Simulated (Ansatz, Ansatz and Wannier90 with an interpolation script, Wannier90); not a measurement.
## PbBrF (P4/nmm): quasiparticle bands by Wannier interpolation

Aim: the G0W0 bands of PbBrF (P4/nmm) along the symmetry lines, with the gap off the mesh.

Calculated with Ansatz 0.2.0; LDA, Wannier functions and G0W0, plane waves, PAW.

This is a report of a sequence of runs, with most program output left out.

The database entry behind the starting cell is an old determination (1932), so it need not match the best structure at ambient conditions.

**1. Set-up**

Symmetry: P4/nmm, No. 129, tetragonal system. The conventional cell has a = 4.180 Å, b = 4.180 Å, c = 7.590 Å, α = 90.00°, β = 90.00°, γ = 90.00°. Nearest to Pb lie 4 F at 2.56 Å and 5 Br at 3.18 to 3.45 Å. Nearest to Br lie 5 Pb at 3.18 to 3.45 Å. Nearest to F lie 4 Pb at 2.56 Å. Farther neighbours and most contacts between anions are not listed.

The cell and positions come from the Crystallography Open Database and are kept as given unless a step says otherwise. Spin-orbit coupling is left out unless a step names it. The default PAW set here is soft_2. Its files were made with PBE.

**2. LDA bands**

Levels along a band path, at the cheap level, show where the edges lie and whether the meshes to come will hold them.

This step: DFT, LDA, plane waves, PAW.

input.yaml reads:

```yaml
crystal:
  lattice:
    - [4.18, 0.0, 0.0]
    - [0.0, 4.18, 0.0]
    - [0.0, 0.0, 7.59]
  atoms:
    - { symbol: Pb, position: [0.0, 0.5, 0.195] }
    - { symbol: Pb, position: [0.5, 0.0, 0.805] }
    - { symbol: Br, position: [0.0, 0.5, 0.65] }
    - { symbol: Br, position: [0.5, 0.0, 0.35] }
    - { symbol: F, position: [0.5, 0.5, 0.0] }
    - { symbol: F, position: [0.0, 0.0, 0.0] }
kpoints:
  mp_grid: { grid: [4, 4, 2] }
  band_path:
    path:
      - [[0.0, 0.0, 0.0], [0.0, 0.5, 0.0], [0.5, 0.5, 0.0], [0.0, 0.0, 0.0], [0.0, 0.0, 0.5], [0.0, 0.5, 0.5], [0.5, 0.5, 0.5], [0.0, 0.0, 0.5]]
      - [[0.0, 0.5, 0.0], [0.0, 0.5, 0.5]]
      - [[0.5, 0.5, 0.0], [0.5, 0.5, 0.5]]
    npoints: 10
hamiltonian:
  xc: lda
scf:
  occupations: { method: fermi_dirac, width: 0.02 }
  n_extra_bands: 70
output:
  eigenvalues: true
  forces: true
  stress: true
  fatbands: true
  write_density: true
  write_potential: true
  elf: true
  volumetric_format: npy
```

Launch:

```console
$ ansatz run input.yaml --threads 8 --pin off --max-ram 18432MiB --backend cpu --events-out ev --progress --plain --runs-dir out
```

It took 18 s on 8 threads of Arm Neoverse N1, shared host; peak memory 1.1 GiB; 2.4 min of CPU time.

Numbers from this step:

```
pressure             : -3.678 GPa
filled bands         : 28
gap                  : 2.373 eV
valence top at       : Z
conduction bottom at : Z
least direct gap     : 2.373 eV
```

The gap is direct, at (0.000, 0.000, 0.500).

ELF in the ac plane at fractional y = 0.000, with atoms of Pb and Br and F within 0.2 Å of it. It is the smooth field of the valence electrons, not physical close to the nuclei.

Ten even steps from '_' (0.00) to '@' (0.89), each cell a mean:
```
##%%%%==....----::....++%%%%
%%%%++::::--======--..::##%%
**++::..--==--::--==::..--++
......::==--____..--==::__..
____..--==::______--==--____
____..--++--..__..====--..__
____..::====----==++==::____
______..--==========::..____
________..::::::::::..______
____________......__________
________..::--==--::..______
______::++##%%%%%%##==..____
____::++%%@@@@@@@@@@##++..__
____==##@@@@##**%%@@@@##::__
__..++%%@@##..__--%%@@%%==__
__..**%%@@**____..##@@%%==..
__..++%%@@%%--..++@@@@##--__
____--**@@@@@@%%@@@@%%++..__
____..--##%%@@@@@@%%**::____
________::++####**==..______
==--..____..::--::..____::==
%%##++::______________--**%%
%%%%%%++____________::**%%%%
++%%%%++..____..____::**%%##
```
Columns run along a (4.2 Å), rows up along c (7.6 Å). Atoms in or near the plane, at fractional coordinates: Pb at (0.50, 0.80), Br at (0.50, 0.35), F at (0.00, 0.00).

Electrostatic potential energy in the ac plane at fractional y = 0.000, with atoms of Pb and Br and F within 0.2 Å of it. With pseudopotentials it is smooth inside the atoms' cores, unlike the true potential.

Ten even steps from '0' (-57 eV) to '9' (12 eV), each cell a mean:
```
24899888899963
57998755678986
99986433347999
99984344336899
99984355435899
99985334336899
99987433358999
99998866789999
99999988899999
99999999999999
99999999999999
99999999999999
99999876789999
99998511269999
99996100028999
99996100028999
99997200048999
99998743579999
99999988899999
99999999999999
99999999999999
78999999999998
34899999999974
23799999999952
```
Columns run along a (4.2 Å; values clipped at the 3rd and 97th percentile), rows up along c (7.6 Å). Atoms in or near the plane, at fractional coordinates: Pb at (0.50, 0.80), Br at (0.50, 0.35), F at (0.00, 0.00).

**3. Overlaps and projections on 8×8×4**

This step: overlaps and projections of LDA states for Wannier90, plane waves, PAW.

input.yaml, the sections that differ from step 2:

```yaml
kpoints:
  mp_grid: { grid: [4, 4, 2] }
scf:
  occupations: { method: fixed }
  n_extra_bands: 70
output:
  wannier:
    kmesh: [8, 8, 4]
    projections:
      - { species: Br, l: p, shell: 4 }
      - { species: F, l: p, shell: 2 }
      - { species: Pb, l: p, shell: 6 }
    minimise: false
    seedname: w
    disentanglement: { window: [1.01, 13.57], frozen_window: [1.01, 10.57] }
# crystal, hamiltonian: as in step 2
```

Run time: 26 s. Hardware: 8 threads; peak memory 1.5 GiB.

**4. Wannier functions by Wannier90 (Br:4p F:2p Pb:6p) on 8×8×4**

Localised functions give a small Hamiltonian that interpolates between mesh points at no cost.

This step: maximally localised Wannier functions from the overlaps of LDA states (plane waves, PAW).

w.win reads:

```
num_iter = 1200
conv_tol = 1.0e-8
conv_window = 5
dis_num_iter = 4000
dis_conv_tol = 1.0e-8
dis_mix_ratio = 0.7
write_hr = true
use_ws_distance = false
num_print_cycles = 50
! ansatz wannier90 interface
! projections by site (counted from 0) and shell: 2 4P, 3 4P, 4 2P, 5 2P, 0 6P, 1 6P
! states of the run's bands (counted from 1): 1-35
num_bands = 35
num_wann  = 18
dis_win_min = 1.01
dis_win_max = 13.57
dis_froz_min = 1.01
dis_froz_max = 10.57
guiding_centres = true

begin unit_cell_cart
Ang
                     4.18                      0.0                      0.0
                      0.0                     4.18                      0.0
                      0.0                      0.0                     7.59
end unit_cell_cart

begin atoms_frac
Pb                       0.0                      0.5                    0.195
Pb                       0.5                      0.0                    0.805
Br                       0.0                      0.5                     0.65
Br                       0.5                      0.0                     0.35
F                        0.5                      0.5                      0.0
F                        0.0                      0.0                      0.0
end atoms_frac

mp_grid = 8 8 4

[... the mesh's points ...]
```

Launch:

```console
$ OMP_NUM_THREADS=1 mpirun -n 8 wannier90.x w > wannier90.x.log
```

It took 5.5 s on 8 MPI ranks; 40 s of CPU time.

Numbers from this step:

```
gauge-invariant spread     : 34.96 Å²
diagonal spread            : 0.06813 Å²
off-diagonal spread        : 1.553 Å²
total spread               : 36.58 Å²
disentanglement steps      : 25
r.m.s. interpolation error : 5.21e-4 eV
r.m.s. error near the gap  : 7.11e-4 eV
```

Near the gap the model misses directly solved bands by 0.7 meV r.m.s. and by 6 meV at most in the window tested. This tests the starting bands, not the corrections carried with them.

Wannier functions, by row:

| function | x (Å) | y (Å) | z (Å) | spread (Å²) | nearest atom | distance (Å) |
| --- | --- | --- | --- | --- | --- | --- |
| 1 | 0 | 2.09 | 4.947 | 1.81 | Br3 | 0.013 |
| 2 | 0 | 2.09 | 4.917 | 1.845 | Br3 | 0.017 |
| 3 | 0 | 2.09 | 4.917 | 1.845 | Br3 | 0.017 |
| 4 | 2.09 | 0 | 2.643 | 1.81 | Br4 | 0.013 |
| 5 | 2.09 | 0 | 2.673 | 1.845 | Br4 | 0.017 |
| 6 | 2.09 | 0 | 2.673 | 1.845 | Br4 | 0.017 |
| 7 | 2.09 | 2.09 | 0 | 1.055 | F5 | 0 |
| 8 | 2.09 | 2.09 | 0.095 | 1.094 | F5 | 0.095 |
| 9 | 2.09 | 2.09 | -0.095 | 1.094 | F5 | 0.095 |
| 10 | 0 | 0 | 0 | 1.055 | F6 | 0 |
| 11 | 0 | 0 | -0.095 | 1.094 | F6 | 0.095 |
| 12 | 0 | 0 | 0.095 | 1.094 | F6 | 0.095 |
| 13 | 0 | 2.09 | 1.661 | 3.09 | Pb1 | 0.181 |
| 14 | 0 | 2.09 | 1.657 | 3.23 | Pb1 | 0.177 |
| 15 | 0 | 2.09 | 1.657 | 3.23 | Pb1 | 0.177 |
| 16 | 2.09 | 0 | 5.929 | 3.09 | Pb2 | 0.181 |
| 17 | 2.09 | 0 | 5.933 | 3.23 | Pb2 | 0.177 |
| 18 | 2.09 | 0 | 5.933 | 3.23 | Pb2 | 0.177 |

Frozen up to 4.87 eV; above it the model need not follow the bands. Electronic bands along the path, in eV, zero at the valence-band top:

| point | band 25 | band 26 | band 27 | band 28 | band 29 | band 30 | band 31 | band 32 |
| --- | --- | --- | --- | --- | --- | --- | --- | --- |
| Γ | -1.55 | -0.99 | -0.99 | -0.36 | 3.41 | 4.38 | 5.73 | 5.73 |
| halfway | -1.11 | -0.85 | -0.52 | -0.26 | 3.83 | 4.53 | 4.67 | 5.00 |
| X | -0.89 | -0.89 | -0.36 | -0.36 | 3.72 | 3.72 | 4.70 | 4.70 |
| halfway | -1.03 | -1.03 | -0.90 | -0.90 | 4.29 | 4.29 | 4.71 | 4.71 |
| M | -1.34 | -1.34 | -0.75 | -0.75 | 4.15 | 4.15 | 5.09 | 5.09 |
| halfway | -1.19 | -0.63 | -0.59 | -0.51 | 3.92 | 4.60 | 4.74 | 5.09 |
| Γ | -1.55 | -0.99 | -0.99 | -0.36 | 3.41 | 4.38 | 5.73 | 5.73 |
| halfway | -1.67 | -0.87 | -0.87 | -0.18 | 2.84 | 4.24 | 5.80 | 5.80 |
| Z | -1.45 | -0.78 | -0.78 | 0.00 | 2.37 | 3.99 | 5.93 | 5.93 |
| halfway | -1.36 | -0.73 | -0.45 | -0.38 | 3.33 | 3.76 | 4.97 | 5.32 |
| R | -0.90 | -0.90 | -0.38 | -0.38 | 3.51 | 3.51 | 4.74 | 4.74 |
| halfway | -1.26 | -1.26 | -0.76 | -0.76 | 3.51 | 3.51 | 5.24 | 5.24 |
| A | -2.13 | -2.13 | -1.13 | -1.13 | 4.61 | 4.61 | 4.83 | 4.83 |
| halfway | -1.36 | -0.76 | -0.64 | -0.47 | 3.09 | 4.67 | 4.82 | 4.91 |
| Z | -1.45 | -0.78 | -0.78 | 0.00 | 2.37 | 3.99 | 5.93 | 5.93 |
| jump to X | -0.89 | -0.89 | -0.36 | -0.36 | 3.72 | 3.72 | 4.70 | 4.70 |
| halfway | -0.90 | -0.90 | -0.37 | -0.37 | 3.62 | 3.62 | 4.72 | 4.72 |
| R | -0.90 | -0.90 | -0.38 | -0.38 | 3.51 | 3.51 | 4.74 | 4.74 |
| jump to M | -1.34 | -1.34 | -0.75 | -0.75 | 4.15 | 4.15 | 5.09 | 5.09 |
| halfway | -1.61 | -1.61 | -0.93 | -0.93 | 4.36 | 4.36 | 4.95 | 4.95 |
| A | -2.13 | -2.13 | -1.13 | -1.13 | 4.61 | 4.61 | 4.83 | 4.83 |

The same for Kohn-Sham, solved directly:

| point | band 25 | band 26 | band 27 | band 28 | band 29 | band 30 | band 31 | band 32 |
| --- | --- | --- | --- | --- | --- | --- | --- | --- |
| Γ | -1.55 | -0.99 | -0.99 | -0.36 | 3.41 | 4.38 | 5.73 | 5.73 |
| X | -0.89 | -0.89 | -0.36 | -0.36 | 3.72 | 3.72 | 4.70 | 4.70 |
| M | -1.34 | -1.34 | -0.75 | -0.75 | 4.15 | 4.15 | 5.09 | 5.09 |
| Γ | -1.55 | -0.99 | -0.99 | -0.36 | 3.41 | 4.38 | 5.73 | 5.73 |
| Z | -1.45 | -0.78 | -0.78 | 0.00 | 2.37 | 3.99 | 5.93 | 5.93 |
| R | -0.90 | -0.90 | -0.38 | -0.38 | 3.51 | 3.51 | 4.74 | 4.74 |
| A | -2.13 | -2.13 | -1.13 | -1.13 | 4.61 | 4.61 | 4.83 | 4.83 |
| Z | -1.45 | -0.78 | -0.78 | 0.00 | 2.37 | 3.99 | 5.93 | 5.93 |
| X | -0.89 | -0.89 | -0.36 | -0.36 | 3.72 | 3.72 | 4.70 | 4.70 |
| R | -0.90 | -0.90 | -0.38 | -0.38 | 3.51 | 3.51 | 4.74 | 4.74 |
| M | -1.34 | -1.34 | -0.75 | -0.75 | 4.15 | 4.15 | 5.09 | 5.09 |
| A | -2.13 | -2.13 | -1.13 | -1.13 | 4.61 | 4.61 | 4.83 | 4.83 |

**5. G0W0 at every point of the mesh: 4×4×2 mesh, 498 empty bands, screening to 140 eV**

G0W0 replaces the xc potential by the self-energy, built once from these orbitals. Only a window of levels is corrected, while the sums run over the empty bands that the input names.

This step: G0W0 on LDA, plane waves, PAW.

input.yaml, the sections that differ from step 3:

```yaml
scf:
  occupations: { method: fixed }
gw:
  n_empty_bands: 498
  ecut_chi: 140.0
  qp_bands: [v12, c6]
  screening: { model: contour_deformation }
# crystal, kpoints, hamiltonian: as in step 3
# output: removed
```

Launch:

```console
$ ansatz run input.yaml --threads 8 --pin off --max-ram 18432MiB --backend cpu --events-out ev --progress --plain --runs-dir out
```

Wall time 8.6 min (8 threads); peak memory 3.7 GiB; 65 min of CPU time.

Numbers from this step:

```
bands summed                                 : 526
RPA ε∞ on this mesh (eigenvalues)            : 4.741, 5.579, 5.579
plane waves in the screening matrix          : 495
q-points in the mesh                         : 32
G0W0 gap on the mesh                         : 3.846 eV
k of the valence top                         : 0, 0, -0.5
k of the conduction bottom                   : 0, 0, -0.5
starting gap on the mesh                     : 2.373 eV
Z at the valence top                         : 0.7650
Z at the conduction bottom                   : 0.8151
least direct G0W0 gap on the computed points : 3.846 eV
```

The gap on the mesh goes from 2.37 eV to 3.85 eV, a correction of +1.47 eV. Between the two edge states, bare exchange in place of the xc potential would open the gap by 7.15 eV, and correlation takes back 5.67 eV.

**6. Interpolating the corrections**

A script adds the corrections, carried to the Wannier functions and back, to the LDA levels, along the path and on a 13×13×9 mesh.

- G0W0 gap over the zone: 3.846 eV
- valence top at: Z
- conduction bottom at: Z
- starting gap over the zone: 2.373 eV
- least direct G0W0 gap: 3.846 eV
- G0W0 gap on the mesh: 3.846 eV
- valence width, start: 4.539 eV
- valence width, G0W0: 4.536 eV
- gap by a rigid shift: 3.846 eV

Levels solved directly plus the interpolated quasiparticle correction. Limits: finite bands, cutoff and mesh; no spin-orbit coupling; coarse k mesh. The quasiparticle bands at the labelled points (eV, zero at the valence-band top of each set):

| point | band 25 | band 26 | band 27 | band 28 | band 29 | band 30 |
| --- | --- | --- | --- | --- | --- | --- |
| Γ | -1.60 | -1.02 | -1.02 | -0.36 | 4.95 | 5.99 |
| halfway | -1.06 | -0.89 | -0.52 | -0.24 | 5.43 | 6.12 |
| X | -0.95 | -0.95 | -0.28 | -0.28 | 5.25 | 5.25 |
| halfway | -1.00 | -1.00 | -0.94 | -0.94 | 5.87 | 5.87 |
| M | -1.36 | -1.36 | -0.77 | -0.77 | 5.69 | 5.69 |
| halfway | -1.21 | -0.59 | -0.57 | -0.52 | 5.48 | 6.24 |
| Γ | -1.60 | -1.02 | -1.02 | -0.36 | 4.95 | 5.99 |
| halfway | -1.72 | -0.90 | -0.90 | -0.18 | 4.34 | 5.86 |
| Z | -1.47 | -0.80 | -0.80 | 0.00 | 3.85 | 5.61 |
| halfway | -1.34 | -0.77 | -0.46 | -0.36 | 4.85 | 5.36 |
| R | -0.96 | -0.96 | -0.30 | -0.30 | 5.03 | 5.03 |
| halfway | -1.25 | -1.25 | -0.78 | -0.78 | 5.06 | 5.06 |
| A | -2.13 | -2.13 | -1.22 | -1.22 | 6.16 | 6.16 |
| halfway | -1.38 | -0.80 | -0.64 | -0.42 | 4.62 | 6.29 |
| Z | -1.47 | -0.80 | -0.80 | 0.00 | 3.85 | 5.61 |
| jump to X | -0.95 | -0.95 | -0.28 | -0.28 | 5.25 | 5.25 |
| halfway | -0.95 | -0.95 | -0.29 | -0.29 | 5.15 | 5.15 |
| R | -0.96 | -0.96 | -0.30 | -0.30 | 5.03 | 5.03 |
| jump to M | -1.36 | -1.36 | -0.77 | -0.77 | 5.69 | 5.69 |
| halfway | -1.62 | -1.62 | -0.98 | -0.98 | 5.91 | 5.91 |
| A | -2.13 | -2.13 | -1.22 | -1.22 | 6.16 | 6.16 |

The same for LDA:

| point | band 25 | band 26 | band 27 | band 28 | band 29 | band 30 |
| --- | --- | --- | --- | --- | --- | --- |
| Γ | -1.55 | -0.99 | -0.99 | -0.36 | 3.41 | 4.38 |
| X | -0.89 | -0.89 | -0.36 | -0.36 | 3.72 | 3.72 |
| M | -1.34 | -1.34 | -0.75 | -0.75 | 4.15 | 4.15 |
| Γ | -1.55 | -0.99 | -0.99 | -0.36 | 3.41 | 4.38 |
| Z | -1.45 | -0.78 | -0.78 | 0.00 | 2.37 | 3.99 |
| R | -0.90 | -0.90 | -0.38 | -0.38 | 3.51 | 3.51 |
| A | -2.13 | -2.13 | -1.13 | -1.13 | 4.61 | 4.61 |
| Z | -1.45 | -0.78 | -0.78 | 0.00 | 2.37 | 3.99 |
| X | -0.89 | -0.89 | -0.36 | -0.36 | 3.72 | 3.72 |
| R | -0.90 | -0.90 | -0.38 | -0.38 | 3.51 | 3.51 |
| M | -1.34 | -1.34 | -0.75 | -0.75 | 4.15 | 4.15 |
| A | -2.13 | -2.13 | -1.13 | -1.13 | 4.61 | 4.61 |

Minima of the lowest conduction band, from levels solved directly at the displaced points, plus the interpolated correction; masses are left empty at degenerate points, on flat bands and where the interpolated correction rules the curvature; G0W0 masses are rough. Conduction valleys, by row:

| point | k (reciprocal lattice) | valleys in the zone | G0W0 level above the valence top (eV) | LDA level above the valence top (eV) | G0W0 principal masses (m_e) | LDA principal masses (m_e) |
| --- | --- | --- | --- | --- | --- | --- |
| Z | 0.000 0.000 -0.500 | 1 | 3.846 | 2.373 | 0.285 0.439 0.439 | 0.302 0.451 0.451 |
| - | 0.300 0.300 -0.500 | 4 | 4.434 | 2.933 | 0.194 0.328 1.021 | 0.225 0.351 0.913 |
| - | -0.000 0.416 -0.500 | 4 | 4.861 | 3.355 | 0.342 0.456 1.364 | 0.421 0.480 1.312 |

[end of part 1 of 2]

[Paths, hosts, dates, memory and timing lines, banners, echoed tables and standing remarks are left out of the program output.]

[Logs are printed without paths, hosts, clocks, repeated set-up lines and the standing remarks that a program may print on its own settings, such as how far it seeks lower states.]

[Runs of the session that timed out or met a known fault of the program may be left out.]

[Hosts, paths, dates, database ids (printed as entryN), source tags and the programs' standing remarks are cut or masked in the printed files.]
